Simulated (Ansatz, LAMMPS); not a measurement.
# Relaxing glassy 56SiO2-19BaO-25CaO (mol %) (82 atoms), part 3 of 3

How does glassy 56SiO2-19BaO-25CaO (mol %) (82 atoms) relax, and what do bonds, charges and levels look like afterwards?

Ansatz 0.2.0; Kohn-Sham DFT, revPBE, PAW (set soft_2), plane waves.

The cell: 18 Si, 6 Ba, 8 Ca and 50 O. The quench rate of 10 K/ps is orders of magnitude faster than experiment. The network of bonds at the start is that of the classical potential that made the cell. Sampling is at Γ alone, for a cell whose shortest periodic width is 11 Å. The levels lack spin–orbit coupling.

So far, density (g/cm³): step 5 (structure statistics after relaxation) 3.20.

## 6. Single point at the relaxed geometry

One more single point at the end of the walk gives the fuller output and checks the residual forces.

File input.yaml:

```yaml
crystal:
  lattice:
    - [10.7311, 0.0004, -0.00516]
    - [0.0004, 10.98358, 0.28032]
    - [-0.00516, 0.28032, 10.79755]
  atoms:
    - { symbol: Si, position: [0.17305, 0.79717, 0.75215] }
    - { symbol: Si, position: [0.81928, 0.08331, 0.79612] }
    - { symbol: Si, position: [0.45203, 0.07598, 0.76483] }
    - { symbol: Si, position: [0.63023, 0.3492, 0.45946] }
    - { symbol: Si, position: [0.65812, 0.31133, 0.1768] }
    - { symbol: Si, position: [0.41832, 0.6513, 0.69269] }
    - { symbol: Si, position: [0.41747, 0.65777, 0.09239] }
    - { symbol: Si, position: [0.98853, 0.69958, 0.35027] }
    - { symbol: Si, position: [0.61054, 0.90438, 0.3163] }
    - { symbol: Si, position: [0.33573, 0.913, 0.95711] }
    - { symbol: Si, position: [0.24692, 0.57247, 0.31903] }
    - { symbol: Si, position: [0.21459, 0.21838, 0.67654] }
    - { symbol: Si, position: [0.64477, 0.06974, 0.55068] }
    - { symbol: Si, position: [0.89863, 0.1828, 0.27567] }
    - { symbol: Si, position: [0.11472, 0.35261, 0.17039] }
    - { symbol: Si, position: [0.89188, 0.68956, 0.81886] }
    - { symbol: Si, position: [0.06152, 0.94629, 0.25843] }
    - { symbol: Si, position: [0.3684, 0.43341, 0.54851] }
    - { symbol: Ba, position: [0.10443, 0.66092, 0.0467] }
    - { symbol: Ba, position: [0.70009, 0.67781, 0.54117] }
    - { symbol: Ba, position: [0.34732, 0.34072, 0.96503] }
    - { symbol: Ba, position: [0.0841, 0.07987, 0.96703] }
    - { symbol: Ba, position: [0.66018, 0.41794, 0.81319] }
    - { symbol: Ba, position: [0.96685, 0.37572, 0.49779] }
    - { symbol: Ca, position: [0.61005, 0.09008, 0.02493] }
    - { symbol: Ca, position: [0.98954, 0.01281, 0.57285] }
    - { symbol: Ca, position: [0.83666, 0.85421, 0.13091] }
    - { symbol: Ca, position: [0.71455, 0.5878, 0.18512] }
    - { symbol: Ca, position: [0.35298, 0.09497, 0.23408] }
    - { symbol: Ca, position: [0.98255, 0.37194, 0.85883] }
    - { symbol: Ca, position: [0.64792, 0.79759, 0.87349] }
    - { symbol: Ca, position: [0.30732, 0.84856, 0.45529] }
    - { symbol: O, position: [0.34435, 0.55554, 0.01963] }
    - { symbol: O, position: [0.16771, 0.28961, 0.79836] }
    - { symbol: O, position: [0.84855, 0.7217, 0.96213] }
    - { symbol: O, position: [0.06186, 0.88373, 0.12481] }
    - { symbol: O, position: [0.52108, 0.03329, 0.63784] }
    - { symbol: O, position: [0.16795, 0.47005, 0.24756] }
    - { symbol: O, position: [0.77651, 0.21129, 0.18458] }
    - { symbol: O, position: [0.15767, 0.86882, 0.6201] }
    - { symbol: O, position: [0.5457, 0.65078, 0.77451] }
    - { symbol: O, position: [0.5137, 0.18595, 0.83878] }
    - { symbol: O, position: [0.5298, 0.23525, 0.15436] }
    - { symbol: O, position: [0.80354, 0.76998, 0.72455] }
    - { symbol: O, position: [0.73807, 0.9982, 0.89752] }
    - { symbol: O, position: [0.39489, 0.49862, 0.67897] }
    - { symbol: O, position: [0.49384, 0.41734, 0.46728] }
    - { symbol: O, position: [0.91959, 0.66617, 0.22063] }
    - { symbol: O, position: [0.46105, 0.93266, 0.32842] }
    - { symbol: O, position: [0.67076, 0.96481, 0.45108] }
    - { symbol: O, position: [0.30397, 0.10229, 0.73091] }
    - { symbol: O, position: [0.18696, 0.98736, 0.32527] }
    - { symbol: O, position: [0.96575, 0.06409, 0.21376] }
    - { symbol: O, position: [0.99275, 0.30526, 0.25466] }
    - { symbol: O, position: [0.76165, 0.07838, 0.64884] }
    - { symbol: O, position: [0.68386, 0.41561, 0.06836] }
    - { symbol: O, position: [0.31069, 0.30095, 0.58514] }
    - { symbol: O, position: [0.21891, 0.24831, 0.1573] }
    - { symbol: O, position: [0.35347, 0.79362, 0.05078] }
    - { symbol: O, position: [0.95876, 0.0279, 0.78096] }
    - { symbol: O, position: [0.66695, 0.76449, 0.31951] }
    - { symbol: O, position: [0.66698, 0.9662, 0.18574] }
    - { symbol: O, position: [0.45552, 0.94324, 0.85879] }
    - { symbol: O, position: [0.32107, 0.03525, 0.03285] }
    - { symbol: O, position: [0.43687, 0.7189, 0.55818] }
    - { symbol: O, position: [0.8825, 0.16495, 0.4218] }
    - { symbol: O, position: [0.04704, 0.7218, 0.80477] }
    - { symbol: O, position: [0.82852, 0.22696, 0.83757] }
    - { symbol: O, position: [0.20851, 0.88549, 0.87311] }
    - { symbol: O, position: [0.27152, 0.51435, 0.45946] }
    - { symbol: O, position: [0.28822, 0.69705, 0.76] }
    - { symbol: O, position: [0.72582, 0.40948, 0.55398] }
    - { symbol: O, position: [0.97708, 0.85449, 0.35795] }
    - { symbol: O, position: [0.07182, 0.40855, 0.03511] }
    - { symbol: O, position: [0.36849, 0.62924, 0.24463] }
    - { symbol: O, position: [0.87967, 0.54083, 0.80097] }
    - { symbol: O, position: [0.66931, 0.38473, 0.31117] }
    - { symbol: O, position: [0.60934, 0.20169, 0.47928] }
    - { symbol: O, position: [0.14843, 0.68758, 0.33387] }
    - { symbol: O, position: [0.56527, 0.67678, 0.07275] }
    - { symbol: O, position: [0.1002, 0.18403, 0.58939] }
    - { symbol: O, position: [0.93798, 0.62009, 0.46731] }
kpoints:
  mp_grid: { grid: [1, 1, 1] }
hamiltonian:
  xc: revpbe
scf:
  occupations: { method: fixed }
output:
  forces: true
  stress: true
  populations: intrinsic
  dos:
    method: { smearing: { sigma: 0.1 } }
    de: 0.1
    projected: { site_lists: { Ba: [Ba], Ca: [Ca], O: [O], Si: [Si] } }
  eigenvalues: true
  write_density: true
  write_potential: true
  volumetric_format: npy
  elf: true
```

Launch:

```
> ansatz run input.yaml --threads 4 --pin off --max-ram 8192MiB --backend cpu --events-out ev --progress --plain --runs-dir out
```

Numbers of over 12 decimals in the logs are rounded to 6 here.

The log of the run:

```text
[...]
Crystal: 82 atoms, lattice volume = 1271.819 Å³
Basis set: ecut = 420 eV, 24827 PW (Γ), exchange–correlation on 144×150×150 points (8 copies of the dense FFT grid, shifted against one another)
Bands: 338, of which v1, the nominal top of the filled ones, is band 256 counted from 1 (255 counted from 0)
Symmetry: 1 space group operations
[...]
k-points: 1
[...]
SCF iter   1: F=—  HF=-90328.744758 eV  |F-HF|=—  |Δ(HF+E_count)|=         —  Δρ=3.47e-3  dr2=1.74e-1  ethr=1.77e-3  ⟨swp⟩=5.0  Hψ=1298  notcnv=0  defer=80
[...]
SCF iter   9: F=-90328.737489 eV  HF=-90328.737489 eV  |F-HF|=2.53e-8  |Δ(HF+E_count)|=   8.14e-7  Δρ=2.08e-6  dr2=5.16e-8  ethr=1.95e-11  ⟨swp⟩=23.0  Hψ=3641  notcnv=0
SCF 1 converged in 9 iterations: F = -90328.737489 eV  dr2 = 5.16e-8
[...]
SCF converged after 9 iterations
Free energy (F): -90328.737489 eV
[...]
Internal energy: -90328.737489 eV  (E = F + TS)
E sigma→0 (E₀):  -90328.737489 eV
Fermi energy:    4.733106 eV
[...]
--- Forces (eV/Å), atoms counted from 1 ---
  atom   1  Si    -0.00234160     0.00131554    -0.00398974
  atom   2  Si    -0.00167834    -0.00947185    -0.00669185
  atom   3  Si    -0.00795689    -0.00556830    -0.00041964
  atom   4  Si     0.00576510     0.01018809    -0.00118727
  atom   5  Si    -0.00219767    -0.01152097     0.00409337
  atom   6  Si     0.01155146     0.00110642     0.00983474
  atom   7  Si     0.00384396    -0.00364303    -0.00600051
  atom   8  Si    -0.00838093    -0.00487453    -0.00443319
  atom   9  Si    -0.00532989    -0.00190403     0.00043948
  atom  10  Si    -0.01497795    -0.00296303     0.00769267
  atom  11  Si    -0.00113942    -0.00294436    -0.00039581
  atom  12  Si    -0.01149375    -0.00421033     0.00623404
  atom  13  Si     0.00416022     0.00348616    -0.00262394
  atom  14  Si    -0.00134462     0.00773682     0.00041445
[...]
atom  81  O      0.00264305     0.00262777     0.00058682
  atom  82  O      0.00309482     0.00324372     0.00072280
  max |Σ_I F_I| component: 9.59e-5 eV/Å
--- Stress (GPa, compression-positive) ---
       -0.003834       0.003639       0.007643
        0.003640       0.024295       0.018377
        0.007643       0.018377       0.006378
  P = ⅓ Tr σ = 0.0089 GPa (0.089 kbar)
--- Band table (eV) ---
[...]
--- intrinsic populations: 82 sites ---
  site symbol       q [e]
     0     Si      2.3499
     1     Si      2.4617
     2     Si      2.3507
[...]
81      O      7.1435
  spilling = 0.000000 (of n_electrons = 512.000000)
```

It took 24 s on 4 threads of Arm Neoverse V1, shared host; peak memory 1.5 GiB; 91 s of CPU time.

The run gave:

```yaml
free_energy: -90328.7375 eV
free_energy_per_atom: -1101.5700 eV/atom
scf_cycles: 9
pressure: 0.008946 GPa
r_m_s_force_component: 0.00493 eV/Å
longest_force: 0.01878 eV/Å
fermi_energy: 4.733 eV
spacing_of_highest_filled_and_lowest_empty_level: 3.988 eV
```

Intrinsic-atomic-orbital charges by element:

| element | coordination | atoms | mean charge (e) | spread | least | most |
| --- | --- | --- | --- | --- | --- | --- |
| Ba | all | 6 | 1.84 | 0.0179 | 1.80 | 1.85 |
| Ca | all | 8 | 1.75 | 0.0119 | 1.74 | 1.78 |
| O | all | 50 | -1.08 | 0.136 | -1.25 | -0.896 |
| Si | all | 18 | 1.61 | 0.0583 | 1.53 | 1.73 |

States in the cell by windows of 1 eV, zero at the Fermi level; the larger projections on atomic orbitals stand beside the total:

| from (eV) | to (eV) | total | O p | Si p | Ba p |
| --- | --- | --- | --- | --- | --- |
| -14 | -12 | 0.0 | 0.0 | 0.0 | 0.0 |
| -12 | -11 | 5.0 | 0.2 | 0.0 | 4.8 |
| -11 | -10 | 28.4 | 1.1 | 0.2 | 26.7 |
| -10 | -9 | 4.9 | 1.6 | 0.1 | 2.4 |
| -9 | -8 | 9.2 | 6.0 | 0.6 | 0.1 |
| -8 | -7 | 8.8 | 6.1 | 0.9 | 0.1 |
| -7 | -6 | 16.4 | 12.0 | 2.5 | 0.1 |
| -6 | -5 | 7.4 | 5.7 | 1.4 | 0.0 |
| -5 | -4 | 33.6 | 25.7 | 3.5 | 0.1 |
| -4 | -3 | 46.6 | 38.9 | 3.8 | 0.2 |
| -3 | -2 | 57.1 | 51.6 | 2.0 | 0.2 |
| -2 | -1 | 71.1 | 66.1 | 1.5 | 0.4 |
| -1 | 0 | 45.5 | 43.3 | 0.5 | 0.2 |
| 0 | 1 | 2.2 | 2.0 | 0.0 | 0.0 |
| 1 | 3 | 0.0 | 0.0 | 0.0 | 0.0 |
| 3 | 4 | 0.6 | 0.0 | 0.0 | 0.0 |
| 4 | 5 | 2.8 | 0.1 | 0.1 | 0.0 |

With fixed occupations the program's Fermi level is the highest filled level; weight inside the gap is the broadening of levels at its edges.

Between -26 and -14 eV lie 160 more states.

The levels nearest the highest filled one (over half full), pooled over k-points and spins:

| level less the highest filled one (eV) | occupation |
| --- | --- |
| -0.339 | 2 |
| -0.307 | 2 |
| -0.260 | 2 |
| -0.181 | 2 |
| -0.0804 | 2 |
| 0 | 2 |
| 3.99 | 0 |
| 4.94 | 0 |
| 5.03 | 0 |
| 5.15 | 0 |
| 5.32 | 0 |
| 5.37 | 0 |

ELF in the ac plane at fractional y = 0.078, with atoms of Si and Ba and Ca and O within 0.2 Å of it. It is the smooth field of the valence electrons, not physical close to the nuclei.

Values, 13 rows by 16 columns, each cell a mean:
```
0.72 0.18 0.73 0.32 0.43 0.58 0.25 0.04 0.15 0.53 0.43 0.31 0.43 0.16 0.04 0.43
0.44 0.68 0.62 0.11 0.08 0.09 0.10 0.19 0.24 0.09 0.17 0.60 0.58 0.24 0.28 0.30
0.60 0.12 0.03 0.29 0.70 0.65 0.31 0.18 0.31 0.14 0.06 0.28 0.25 0.18 0.67 0.78
0.45 0.07 0.04 0.46 0.79 0.76 0.51 0.32 0.53 0.26 0.09 0.54 0.72 0.38 0.47 0.67
0.15 0.14 0.18 0.14 0.53 0.53 0.19 0.67 0.79 0.65 0.32 0.75 0.60 0.68 0.09 0.21
0.54 0.17 0.27 0.06 0.04 0.04 0.09 0.52 0.63 0.44 0.18 0.52 0.59 0.33 0.12 0.67
0.18 0.04 0.06 0.02 0.00 0.00 0.01 0.05 0.08 0.15 0.19 0.19 0.07 0.22 0.27 0.20
0.03 0.04 0.20 0.27 0.11 0.01 0.02 0.03 0.02 0.06 0.16 0.15 0.06 0.49 0.61 0.28
0.12 0.13 0.53 0.61 0.16 0.29 0.20 0.07 0.05 0.02 0.03 0.02 0.03 0.21 0.24 0.20
0.64 0.17 0.28 0.28 0.41 0.83 0.79 0.18 0.02 0.04 0.10 0.04 0.03 0.13 0.62 0.70
0.75 0.21 0.03 0.02 0.29 0.70 0.65 0.12 0.02 0.06 0.22 0.11 0.04 0.09 0.65 0.71
0.25 0.27 0.16 0.08 0.41 0.46 0.28 0.04 0.13 0.45 0.38 0.07 0.02 0.02 0.25 0.40
0.76 0.68 0.76 0.24 0.76 0.83 0.67 0.10 0.49 0.83 0.83 0.28 0.05 0.03 0.01 0.31
```
Columns run along a (10.7 Å), rows up along c (10.8 Å). Atoms in or near the plane, at fractional coordinates: Si at (0.82, 0.80), Si at (0.45, 0.76), Si at (0.64, 0.55), Ba at (0.08, 0.97), Ca at (0.61, 0.02), Ca at (0.35, 0.23), O at (0.97, 0.21), O at (0.76, 0.65).

Electrostatic potential energy in the ac plane at fractional y = 0.078, with atoms of Si and Ba and Ca and O within 0.2 Å of it. With pseudopotentials it is smooth inside the atoms' cores, unlike the true potential.

Ten even steps from '_' (-46 eV) to '@' (11 eV), each cell a mean:
```
--......::++%%@@@@%%@@@@@@@@@@%%##==::--**%%@@@@@@@@@@@@%%##
==::..::--**%%@@@@@@@@@@@@@@@@@@%%%%##%%%%@@@@@@@@@@@@@@%%##
##++====**%%@@@@@@@@@@@@@@@@@@@@@@@@@@@@@@@@%%%%####%%@@@@%%
@@%%%%%%%%@@@@@@@@@@@@%%##****%%@@@@@@@@@@@@##==..::++%%@@@@
@@@@@@@@@@@@@@@@@@%%%%##::__..==##@@@@@@@@%%**..____::******
%%@@@@@@@@@@@@%%==::==++..____::##@@@@@@@@%%##::____==##++++
@@@@@@@@@@@@@@##--..--**--....++%%@@@@@@@@@@##**++**##%%@@@@
@@@@@@@@@@@@@@@@##**%%%%%%##******%%@@@@@@**::..==%%@@@@@@@@
##%%@@@@@@@@@@@@@@@@@@@@@@@@##--==########==..__==@@@@%%%%##
++##%%@@@@@@@@@@@@@@@@@@@@@@@@******--..::++++++%%@@@@%%**++
==**%%@@@@@@@@@@@@@@@@@@@@@@@@@@%%==______--##@@@@@@@@%%**==
##%%%%@@@@@@@@@@@@@@@@@@@@@@@@@@%%**::__..++%%@@@@@@@@%%%%##
%%@@@@@@@@@@@@@@@@@@@@@@@@@@@@@@@@%%##****%%@@@@@@@@@@@@@@%%
@@@@@@@@@@@@@@@@@@@@@@@@@@@@@@@@@@@@@@@@@@@@@@@@@@@@@@@@@@@@
@@@@@@@@@@@@@@@@@@@@@@@@@@@@@@@@@@@@@@@@@@@@@@@@@@@@@@@@@@@@
@@@@@@@@@@@@@@@@@@%%%%%%%%@@@@@@@@@@@@@@@@@@@@@@@@@@@@@@@@@@
@@@@@@@@@@@@@@@@%%**==++##%%@@@@@@@@@@@@@@@@@@@@@@@@%%%%%%@@
##@@@@@@@@@@@@%%**::____--##%%@@@@@@@@@@@@@@@@@@@@@@%%##++==
--%%@@@@@@@@@@%%**..____::##%%@@@@@@@@@@@@@@@@@@@@@@@@**..__
++@@@@@@@@@@@@@@##++----++%%@@@@@@@@@@@@@@@@@@@@@@@@@@##--::
@@@@@@@@@@@@@@@@@@%%%%%%%%%%@@@@@@%%%%%%@@@@@@@@@@@@@@@@@@%%
@@%%%%%%%%@@@@@@@@%%%%@@@@@@@@%%##++==++##%%@@@@@@@@@@@@@@@@
##**++++**%%@@@@%%++++%%@@@@@@%%++..____==%%@@@@@@@@@@@@@@%%
++::::::--**%%@@##==++%%@@@@@@%%==______==##@@@@@@@@@@@@%%##
```
Columns run along a (10.7 Å; values clipped at the 3rd and 97th percentile), rows up along c (10.8 Å). Atoms in or near the plane, at fractional coordinates: Si at (0.82, 0.80), Si at (0.45, 0.76), Si at (0.64, 0.55), Ba at (0.08, 0.97), Ca at (0.61, 0.02), Ca at (0.35, 0.23), O at (0.97, 0.21), O at (0.76, 0.65).

Mean intrinsic-atomic-orbital charges: Ba +1.84, Ca +1.75, O -1.08, Si +1.61 e.

A closer look about Ba21, one of the 6 Ba atoms: 13 atoms, nearest first, numbered in the order of the input, with positions taken from that point.

| atom | x | y | z | distance (Å) | bonds | intrinsic-atomic-orbital charge (e) |
| --- | --- | --- | --- | --- | --- | --- |
| Ba21 | 0.00 | 0.00 | 0.00 | 0.00 | 6 | 1.82 |
| O33 | -0.03 | 2.37 | 0.65 | 2.46 | 3 | -1.21 |
| O58 | -1.38 | -0.96 | 2.05 | 2.65 | 4 | -1.20 |
| O34 | -1.93 | -0.61 | -1.81 | 2.71 | 4 | -1.23 |
| O42 | 1.79 | -1.74 | -1.41 | 2.86 | 4 | -1.17 |
| O43 | 1.96 | -1.11 | 2.01 | 3.02 | 4 | -1.19 |
| O74 | -2.96 | 0.76 | 0.78 | 3.15 | 4 | -1.22 |
| Si15 | -2.50 | 0.19 | 2.22 | 3.35 | 4 | 1.59 |
| O64 | -0.28 | -3.34 | 0.65 | 3.41 | 3 | -1.19 |
| O46 | 0.51 | 1.65 | -3.04 | 3.50 | 3 | -0.95 |
| Si12 | -1.42 | -1.42 | -3.15 | 3.74 | 4 | 1.60 |
| O51 | -0.46 | -2.68 | -2.59 | 3.76 | 2 | -0.91 |
| Ba23 | 3.36 | 0.81 | -1.62 | 3.81 | 7 | 1.80 |

The column of bonds counts only the pairs O-Si within 2.12 Å, O-Ca within 2.83 Å, O-Ba within 3.38 Å; other neighbours, such as metal atoms beside each other in a compound, aren't counted, and periodic images can show an atom twice.

## 7. Summary of results

| Item | Value |
| --- | --- |
| energy change in the relaxation | -103.5 meV/atom |
| r.m.s. displacement | 0.402 Å |
| largest displacement | 1.187 Å |
| free energy per atom | -1101.5700 eV/atom |
| pressure | 0.008946 GPa |
| r.m.s. force component | 0.00493 eV/Å |
| gap (highest filled to lowest empty level) | 3.988 eV |
| wall time of the 3 DFT runs | 6.7 min |

What this shows: Relaxation lowers the energy by 104 meV/atom and moves atoms by 0.40 Å r.m.s.; the r.m.s. force component goes from 1.4 to 0.0049 eV/Å, the pressure goes from 7.0 to 0.0089 GPa, and the gap from 3.41 to 3.99 eV. Displacements are taken in the final cell, so they leave out its strain. The cell grew by 4.5 % in volume. First to last step the energy falls by 8.489 eV, across changes of basis; the largest move, 1.19 Å, is that of Ca27. The O-Si bonds change most in mean length: from 1.616 Å (spread 0.050) to 1.655 Å (spread 0.037). 44 % of the oxygens bridge two formers (Si) and 56 % are non-bridging. Between filled and empty levels lie 3.99 eV (at Γ alone); a semilocal functional tends to put such gaps too low. In a disordered cell it changes from sample to sample, and tail or defect levels can set it.

What to keep in mind: The network of bonds at the start is that of the classical potential that made the cell; in DFT atoms moved by 0.40 Å r.m.s.

[Logs are printed without paths, hosts, clocks, repeated set-up lines and the standing remarks that a program may print on its own settings, such as how far it seeks lower states.]

[Hosts, paths, dates, database ids (printed as entryN), source tags and the programs' standing remarks are cut or masked in the printed files.]
